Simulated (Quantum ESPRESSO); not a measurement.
# GaFe7: parallel moments in the primitive cell

Does GaFe7 keep a moment from a parallel start?

Method: PBE; plane waves with GBRV 1.5 PBE potentials, no spin-orbit coupling, in Quantum ESPRESSO 7.5.

## Step 1: The starting structure

Symmetry: P4/mmm, No. 123, tetragonal system. Conventional cell: a = 5.771 Å, b = 5.771 Å, c = 2.885 Å, α = 90.00°, β = 90.00°, γ = 90.00°. Nearest to Fe lie 6 Fe at 2.50 Å and 2 Ga at 2.50 Å. Nearest to Fe lie 8 Fe at 2.50 Å. Nearest to Ga lie 8 Fe at 2.50 Å. Nearest to Fe lie 8 Fe at 2.50 Å. Farther neighbours are not listed.

The cell was typed by rule, not taken from a database of measured structures.

## Step 2: Start 1: ferro +++++++

The signs are those of the starting moments on the seeded atoms, the atoms that are given a moment.

Input file pw.in:

```
&CONTROL
  calculation = 'scf'
  prefix = 'pwscf'
  outdir = './tmp'
  pseudo_dir = './pseudo'
  disk_io = 'nowf'
/
&SYSTEM
  ibrav = 0
  celldm(1) = 8
  nat = 8
  ntyp = 2
  ecutwfc = 40
  ecutrho = 280
  nbnd = 89
  occupations = 'smearing'
  smearing = 'fd'
  degauss = 0.00367493
  nspin = 2
  starting_magnetization(1) = 0.1562
  starting_magnetization(2) = 0
/
&ELECTRONS
  conv_thr = 1.6d-08
  electron_maxstep = 150
  mixing_beta = 0.3
/
ATOMIC_SPECIES
Fe     55.8450 fe_pbe_v1.5.uspp.F.UPF
Ga     69.7230 ga_pbe_v1.4.uspp.F.UPF
CELL_PARAMETERS alat
   1.3630830752691    0.0000000000000    0.0000000000000
   0.0000000000000    1.3630830752691    0.0000000000000
   0.0000000000000    0.0000000000000    0.6815415376346
ATOMIC_POSITIONS crystal
Fe      0.0000000000    0.0000000000    0.0000000000
Fe      0.2500000000    0.2500000000    0.5000000000
Fe      0.0000000000    0.5000000000    0.0000000000
Ga      0.2500000000    0.7500000000    0.5000000000
Fe      0.5000000000    0.0000000000    0.0000000000
Fe      0.7500000000    0.2500000000    0.5000000000
Fe      0.5000000000    0.5000000000    0.0000000000
Fe      0.7500000000    0.7500000000    0.5000000000
K_POINTS automatic
6 6 11 0 0 0
```

On the command line:

```console
$ OMP_NUM_THREADS=1 mpirun -n 4 pw.x -nk 4 -in pw.in > pw.out
```

The program printed:

```text
Program PWSCF v.7.5 starts

     Message from routine setup:
     using ibrav=0 with symmetry is DISCOURAGED, use correct ibrav instead

     K-points division:     npool     =       4
     Subspace diagonalization in iterative solution of the eigenvalue problem:

     G-vector sticks info
     --------------------
     sticks:   dense  smooth     PW     G-vecs:    dense   smooth      PW
     Sum        2637    1505    465                51233    22053    3709

     Using Slab Decomposition

     bravais-lattice index     =            0
     lattice parameter (alat)  =       8.0000  a.u.
     unit-cell volume          =     648.3462 (a.u.)^3
     number of atoms/cell      =            8
     number of atomic types    =            2
     number of electrons       =       131.00
     number of Kohn-Sham states=           89
     kinetic-energy cutoff     =      40.0000  Ry
     charge density cutoff     =     280.0000  Ry
     scf convergence threshold =      1.6E-08
     mixing beta               =       0.3000
     number of iterations used =            8  plain     mixing
     Exchange-correlation=  SLA  PW   PBX  PBC
                           (   1   4   3   4   0   0   0)

     celldm(1)=   8.000000  celldm(2)=   0.000000  celldm(3)=   0.000000
     celldm(4)=   0.000000  celldm(5)=   0.000000  celldm(6)=   0.000000

     crystal axes: (cart. coord. in units of alat)
               a(1) = (   1.363083   0.000000   0.000000 )
               a(2) = (   0.000000   1.363083   0.000000 )
               a(3) = (   0.000000   0.000000   0.681542 )

     reciprocal axes: (cart. coord. in units 2 pi/alat)
               b(1) = (  0.733631  0.000000  0.000000 )
               b(2) = (  0.000000  0.733631  0.000000 )
               b(3) = (  0.000000  0.000000  1.467262 )

     PseudoPot. # 1 for Fe read from file:
     fe_pbe_v1.5.uspp.F.UPF
     Pseudo is Ultrasoft + core correction, Zval = 16.0
     Generated by new atomic code, or converted to UPF format
     Using radial grid of  861 points,  6 beta functions with:
                l(1) =   0
                l(2) =   0
                l(3) =   1
                l(4) =   1
                l(5) =   2
                l(6) =   2
     Q(r) pseudized with  8 coefficients,  rinner =    1.000   1.000   1.000
                                                       1.000   1.000

     PseudoPot. # 2 for Ga read from file:
     ga_pbe_v1.4.uspp.F.UPF
     Pseudo is Ultrasoft + core correction, Zval = 19.0
     Generated by new atomic code, or converted to UPF format
     Using radial grid of  871 points,  6 beta functions with:
                l(1) =   0
                l(2) =   0
                l(3) =   1
                l(4) =   1
                l(5) =   2
                l(6) =   2
     Q(r) pseudized with  8 coefficients,  rinner =    1.250   1.250   1.250
                                                       1.250   1.250

     atomic species   valence    mass     pseudopotential
     Fe               16.00    55.84500     Fe( 1.00)
     Ga               19.00    69.72300     Ga( 1.00)

     Starting magnetic structure
     atomic species   magnetization
     Fe              0.156
     Ga              0.000

     16 Sym. Ops., with inversion, found (12 have fractional translation)

   Cartesian axes

     site n.     atom                  positions (alat units)
         1        Fe     tau(   1) = (   0.0000000   0.0000000   0.0000000  )
         2        Fe     tau(   2) = (   0.3407708   0.3407708   0.3407708  )
         3        Fe     tau(   3) = (   0.0000000   0.6815415   0.0000000  )
         4        Ga     tau(   4) = (   0.3407708   1.0223123   0.3407708  )
         5        Fe     tau(   5) = (   0.6815415   0.0000000   0.0000000  )
         6        Fe     tau(   6) = (   1.0223123   0.3407708   0.3407708  )
         7        Fe     tau(   7) = (   0.6815415   0.6815415   0.0000000  )
         8        Fe     tau(   8) = (   1.0223123   1.0223123   0.3407708  )

     number of k points=    60  Fermi-Dirac smearing, width (Ry)=  0.0037
                       cart. coord. in units 2pi/alat
        k(    1) = (   0.0000000   0.0000000   0.0000000), wk =   0.0025253
        k(    2) = (   0.0000000   0.0000000   0.1333875), wk =   0.0050505
        k(    3) = (   0.0000000   0.0000000   0.2667749), wk =   0.0050505
        k(    4) = (   0.0000000   0.0000000   0.4001624), wk =   0.0050505
        k(    5) = (   0.0000000   0.0000000   0.5335498), wk =   0.0050505
        [... 55 further k-points ...]

     Dense  grid:    51233 G-vectors     FFT dimensions: (  60,  60,  30)

     Smooth grid:    22053 G-vectors     FFT dimensions: (  48,  48,  24)

     Check: negative core charge=   -0.000058
     Generating pointlists ...
     new r_m :   0.2435 (alat units)  1.9478 (a.u.) for type    1
     new r_m :   0.2435 (alat units)  1.9478 (a.u.) for type    2

     Initial potential from superposition of free atoms

     starting charge     123.0000, renormalised to     131.0000
     Starting wfcs are  103 randomized atomic wfcs

     Self-consistent Calculation

     iteration #  1     ecut=    40.00 Ry     beta= 0.30
     Davidson diagonalization with overlap
     ethr =  1.00E-02,  avg # of iterations =  2.5

     total energy              =   -2122.95162881 Ry
     estimated scf accuracy    <     109.17369852 Ry

     total magnetization       =    11.90 Bohr mag/cell
     absolute magnetization    =    12.49 Bohr mag/cell

     iteration #  2     ecut=    40.00 Ry     beta= 0.30
     Davidson diagonalization with overlap
     ethr =  1.00E-02,  avg # of iterations =  3.0

     total energy              =   -2155.05955439 Ry
     estimated scf accuracy    <     130.59158265 Ry

     total magnetization       =     8.83 Bohr mag/cell
     absolute magnetization    =     9.07 Bohr mag/cell

     iteration #  3     ecut=    40.00 Ry     beta= 0.30
     Davidson diagonalization with overlap
     ethr =  1.00E-02,  avg # of iterations =  3.1

     total energy              =   -2164.25768697 Ry
     estimated scf accuracy    <      58.23930954 Ry

     total magnetization       =     8.99 Bohr mag/cell
     absolute magnetization    =     9.22 Bohr mag/cell

     [... further iterations left out ...]

     iteration # 19     ecut=    40.00 Ry     beta= 0.30
     Davidson diagonalization with overlap
     ethr =  1.47E-09,  avg # of iterations =  1.3

     total energy              =   -2167.78820244 Ry
     estimated scf accuracy    <       0.00000122 Ry

     total magnetization       =    16.78 Bohr mag/cell
     absolute magnetization    =    17.99 Bohr mag/cell

     iteration # 20     ecut=    40.00 Ry     beta= 0.30
     Davidson diagonalization with overlap
     ethr =  9.32E-10,  avg # of iterations =  1.1

     total energy              =   -2167.78820257 Ry
     estimated scf accuracy    <       0.00000009 Ry

     total magnetization       =    16.78 Bohr mag/cell
     absolute magnetization    =    17.99 Bohr mag/cell

     iteration # 21     ecut=    40.00 Ry     beta= 0.30
     Davidson diagonalization with overlap
     ethr =  6.67E-11,  avg # of iterations =  1.8

     total energy              =   -2167.78820259 Ry
     estimated scf accuracy    <       0.00000004 Ry

     total magnetization       =    16.78 Bohr mag/cell
     absolute magnetization    =    17.99 Bohr mag/cell

     iteration # 22     ecut=    40.00 Ry     beta= 0.30
     Davidson diagonalization with overlap
     ethr =  2.73E-11,  avg # of iterations =  1.1

     Magnetic moment per site  (integrated on atomic sphere of radius R)
     atom   1 (R=0.243)  charge= 14.4555  magn=  2.4133
     atom   2 (R=0.243)  charge= 14.4453  magn=  2.5146
     atom   3 (R=0.243)  charge= 14.4555  magn=  2.4133
     atom   4 (R=0.243)  charge= 17.2863  magn= -0.0876
     atom   5 (R=0.243)  charge= 14.4555  magn=  2.4133
     atom   6 (R=0.243)  charge= 14.4331  magn=  2.5815
     atom   7 (R=0.243)  charge= 14.4555  magn=  2.4133
     atom   8 (R=0.243)  charge= 14.4453  magn=  2.5146

     End of self-consistent calculation

     Number of k-points >= 100: set verbosity='high' to print the bands.

     the Fermi energy is    17.3998 ev

!    total energy              =   -2167.78820259 Ry
     estimated scf accuracy    <          3.7E-09 Ry
     smearing contrib. (-TS)   =      -0.00364830 Ry
     internal energy E=F+TS    =   -2167.78455429 Ry

     The total energy is F=E-TS. E is the sum of the following terms:
     one-electron contribution =   -1114.45559184 Ry
     hartree contribution      =     633.44065406 Ry
     xc contribution           =    -253.30672059 Ry
     ewald contribution        =   -1433.46289592 Ry

     total magnetization       =    16.78 Bohr mag/cell
     absolute magnetization    =    17.99 Bohr mag/cell

     convergence has been achieved in  22 iterations

=------------------------------------------------------------------------------=
   JOB DONE.
=------------------------------------------------------------------------------=
```

It took 6.6 min on 4 MPI ranks of Intel Xeon at 2.70GHz, shared host; peak memory 0.9 GiB; 26 min of CPU time.

Spin moment in the atom's sphere by atom:

```csv
atom,spin moment in the atom's sphere (μB)
Fe1,2.41
Fe2,2.51
Fe3,2.41
Ga4,-0.09
Fe5,2.41
Fe6,2.58
Fe7,2.41
Fe8,2.51
```

Read from the output:

```
smearing term TS       : 0.04964 eV
magnetization          : 16.78 μB
absolute magnetization : 17.99 μB
final state            : ferromagnetic
```

Spin density in the ab plane at fractional z = 0.500, with atoms of Fe and Ga within 0.2 Å of it.

Ten even steps from '_' (0.0 e/Å³) to '@' (4.7 e/Å³), each cell a mean:
```
________________________________
________________________________
______________________::==..____
____________________..##@@==____
____________________..==##::____
______________________....______
________________________________
________________________________
________________________________
________________________________
______::==..__________::==..____
____..##@@==________..##@@==____
____..==##::________..==##::____
______....____________....______
________________________________
________________________________
```
Columns run along a (5.8 Å), rows up along b (5.8 Å). Atoms in or near the plane, at fractional coordinates: Fe at (0.25, 0.25), Ga at (0.25, 0.75), Fe at (0.75, 0.25), Fe at (0.75, 0.75).

Valence density in the ab plane at fractional z = 0.500, with atoms of Fe and Ga within 0.2 Å of it. It is the smooth field of the valence electrons, not physical close to the nuclei.

Values in e/Å³, 16 rows by 16 columns, each cell a mean:
```
 0  0  0  0  0  0  0  0  0  0  0  0  0  0  0  0
 0  0  0  1  1  1  0  0  0  0  0  1  1  1  0  0
 0  0  1  8 12  3  1  0  0  0  1  7 10  4  1  0
 0  0  3 31 53 12  1  0  0  0  3 18 22 10  1  0
 0  0  2 19 31  8  1  0  0  0  2 13 18  7  1  0
 0  0  1  2  3  1  0  0  0  0  1  2  3  1  0  0
 0  0  0  0  0  0  0  0  0  0  0  0  0  0  0  0
 0  0  0  0  0  0  0  0  0  0  0  0  0  0  0  0
 0  0  0  0  0  0  0  0  0  0  0  0  0  0  0  0
 0  0  0  1  1  1  0  0  0  0  0  1  1  1  0  0
 0  0  1  7 10  4  1  0  0  0  1  7 10  4  1  0
 0  0  3 18 22 10  1  0  0  0  3 18 22 10  1  0
 0  0  2 13 18  7  1  0  0  0  2 13 18  7  1  0
 0  0  1  2  3  1  0  0  0  0  1  2  3  1  0  0
 0  0  0  0  0  0  0  0  0  0  0  0  0  0  0  0
 0  0  0  0  0  0  0  0  0  0  0  0  0  0  0  0
```
Columns run along a (5.8 Å), rows up along b (5.8 Å). Atoms in or near the plane, at fractional coordinates: Fe at (0.25, 0.25), Ga at (0.25, 0.75), Fe at (0.75, 0.25), Fe at (0.75, 0.75).

## Step 3: Start 2: no spin polarisation

pw.in, as its differences from that of step 2:

```diff
@@ -14,3 +14,3 @@
   ecutrho = 280
-  nbnd = 89
+  nbnd = 81
   occupations = 'smearing'
@@ -18,5 +18,2 @@
   degauss = 0.00367493
-  nspin = 2
-  starting_magnetization(1) = 0.1562
-  starting_magnetization(2) = 0
 /
```

The program printed:

```text
[banner, memory and clock lines left out]
Program PWSCF v.7.5 starts

     Message from routine setup:
     using ibrav=0 with symmetry is DISCOURAGED, use correct ibrav instead

     bravais-lattice index     =            0
     lattice parameter (alat)  =       8.0000  a.u.
     unit-cell volume          =     648.3462 (a.u.)^3
     number of atoms/cell      =            8
     number of atomic types    =            2
     number of electrons       =       131.00
     number of Kohn-Sham states=           81
     kinetic-energy cutoff     =      40.0000  Ry
     charge density cutoff     =     280.0000  Ry
     scf convergence threshold =      1.6E-08
     mixing beta               =       0.3000
     number of iterations used =            8  plain     mixing
     Exchange-correlation=  SLA  PW   PBX  PBC
                           (   1   4   3   4   0   0   0)

     celldm(1)=   8.000000  celldm(2)=   0.000000  celldm(3)=   0.000000
     celldm(4)=   0.000000  celldm(5)=   0.000000  celldm(6)=   0.000000

     crystal axes: (cart. coord. in units of alat)
               a(1) = (   1.363083   0.000000   0.000000 )
               a(2) = (   0.000000   1.363083   0.000000 )
               a(3) = (   0.000000   0.000000   0.681542 )

     reciprocal axes: (cart. coord. in units 2 pi/alat)
               b(1) = (  0.733631  0.000000  0.000000 )
               b(2) = (  0.000000  0.733631  0.000000 )
               b(3) = (  0.000000  0.000000  1.467262 )

     PseudoPot. # 1 for Fe read from file:
     fe_pbe_v1.5.uspp.F.UPF
     Pseudo is Ultrasoft + core correction, Zval = 16.0

     PseudoPot. # 2 for Ga read from file:
     ga_pbe_v1.4.uspp.F.UPF
     Pseudo is Ultrasoft + core correction, Zval = 19.0

     atomic species   valence    mass     pseudopotential
     Fe               16.00    55.84500     Fe( 1.00)
     Ga               19.00    69.72300     Ga( 1.00)

     16 Sym. Ops., with inversion, found (12 have fractional translation)

   Cartesian axes

     site n.     atom                  positions (alat units)
         1        Fe     tau(   1) = (   0.0000000   0.0000000   0.0000000  )
         2        Fe     tau(   2) = (   0.3407708   0.3407708   0.3407708  )
         3        Fe     tau(   3) = (   0.0000000   0.6815415   0.0000000  )
         4        Ga     tau(   4) = (   0.3407708   1.0223123   0.3407708  )
         5        Fe     tau(   5) = (   0.6815415   0.0000000   0.0000000  )
         6        Fe     tau(   6) = (   1.0223123   0.3407708   0.3407708  )
         7        Fe     tau(   7) = (   0.6815415   0.6815415   0.0000000  )
         8        Fe     tau(   8) = (   1.0223123   1.0223123   0.3407708  )

     number of k points=    60  Fermi-Dirac smearing, width (Ry)=  0.0037
                       cart. coord. in units 2pi/alat
        k(    1) = (   0.0000000   0.0000000   0.0000000), wk =   0.0050505
        k(    2) = (   0.0000000   0.0000000   0.1333875), wk =   0.0101010
        k(    3) = (   0.0000000   0.0000000   0.2667749), wk =   0.0101010
        k(    4) = (   0.0000000   0.0000000   0.4001624), wk =   0.0101010
        k(    5) = (   0.0000000   0.0000000   0.5335498), wk =   0.0101010
        [... 55 further k-points ...]

     Dense  grid:    51233 G-vectors     FFT dimensions: (  60,  60,  30)

     Smooth grid:    22053 G-vectors     FFT dimensions: (  48,  48,  24)

     Check: negative core charge=   -0.000058

     Initial potential from superposition of free atoms

     starting charge     123.0000, renormalised to     131.0000
     Starting wfcs are  103 randomized atomic wfcs

     Self-consistent Calculation

     iteration #  1     ecut=    40.00 Ry     beta= 0.30
     Davidson diagonalization with overlap
     ethr =  1.00E-02,  avg # of iterations =  2.6

     total energy              =   -2120.38014772 Ry
     estimated scf accuracy    <     114.20209566 Ry

     iteration #  2     ecut=    40.00 Ry     beta= 0.30
     Davidson diagonalization with overlap
     ethr =  1.00E-02,  avg # of iterations =  3.0

     total energy              =   -2152.02772588 Ry
     estimated scf accuracy    <     171.87732312 Ry

     [... further iterations left out ...]

     iteration # 19     ecut=    40.00 Ry     beta= 0.30
     Davidson diagonalization with overlap
     ethr =  5.90E-10,  avg # of iterations =  1.5

     total energy              =   -2167.51002773 Ry
     estimated scf accuracy    <       0.00000003 Ry

     iteration # 20     ecut=    40.00 Ry     beta= 0.30
     Davidson diagonalization with overlap
     ethr =  2.30E-11,  avg # of iterations =  3.5

     End of self-consistent calculation

     [... lines left out ...]
     the Fermi energy is    17.3028 ev

!    total energy              =   -2167.51002776 Ry
     estimated scf accuracy    <          8.9E-09 Ry
     smearing contrib. (-TS)   =      -0.01621225 Ry
     internal energy E=F+TS    =   -2167.49381551 Ry

     The total energy is F=E-TS. E is the sum of the following terms:
     one-electron contribution =   -1113.67110083 Ry
     hartree contribution      =     631.75856036 Ry
     xc contribution           =    -252.11837912 Ry
     ewald contribution        =   -1433.46289592 Ry

     convergence has been achieved in  20 iterations
```

Run time: 2.9 min. Hardware: 4 MPI ranks; peak memory 0.64 GiB.

Read from the output:

| Property | Result |
| --- | --- |
| smearing term TS | 0.2206 eV |
| final state | non-magnetic (no spin polarisation) |

## Step 4: The states side by side

An order is kept where moments of 0.15 μB or more survive with the typed signs; meshes match where a doubled cell samples the same k points as the first cell.

Orders:

```csv
start,final state,typed order kept,energy over the lowest (meV a seeded atom),largest site moment (μB),net moment (μB a cell of the first run),mesh matched,CPU time (s)
ferro +++++++,ferromagnetic,yes,0,2.581,16.78,yes,1585
no spin polarisation,non-magnetic,-,540.7,0,0,yes,684.6
```

## Step 5: Results

```
state found           : ferromagnetic (from ferro +++++++)
largest site moment   : 2.58 μB
state without moments : 541 meV a seeded atom higher
```

What this shows: No opposed start was run, so this says nothing of the order that the crystal takes. The cell was built by rule and the atoms were not relaxed, which can move these energies.

[Logs and program files are shortened in this print: banners, set-up blocks, solver, clock and traceback lines can be left out without a mark of their own.]

[Logs are printed without paths, hosts, clocks, repeated set-up lines and the standing remarks that a program may print on its own settings, such as how far it seeks lower states.]

[Hosts, paths, dates, database ids (printed as entryN), source tags and the programs' standing remarks are cut or masked in the printed files.]

[Where a cell is said to come from a database of computed structures, the database is the Materials Project.]
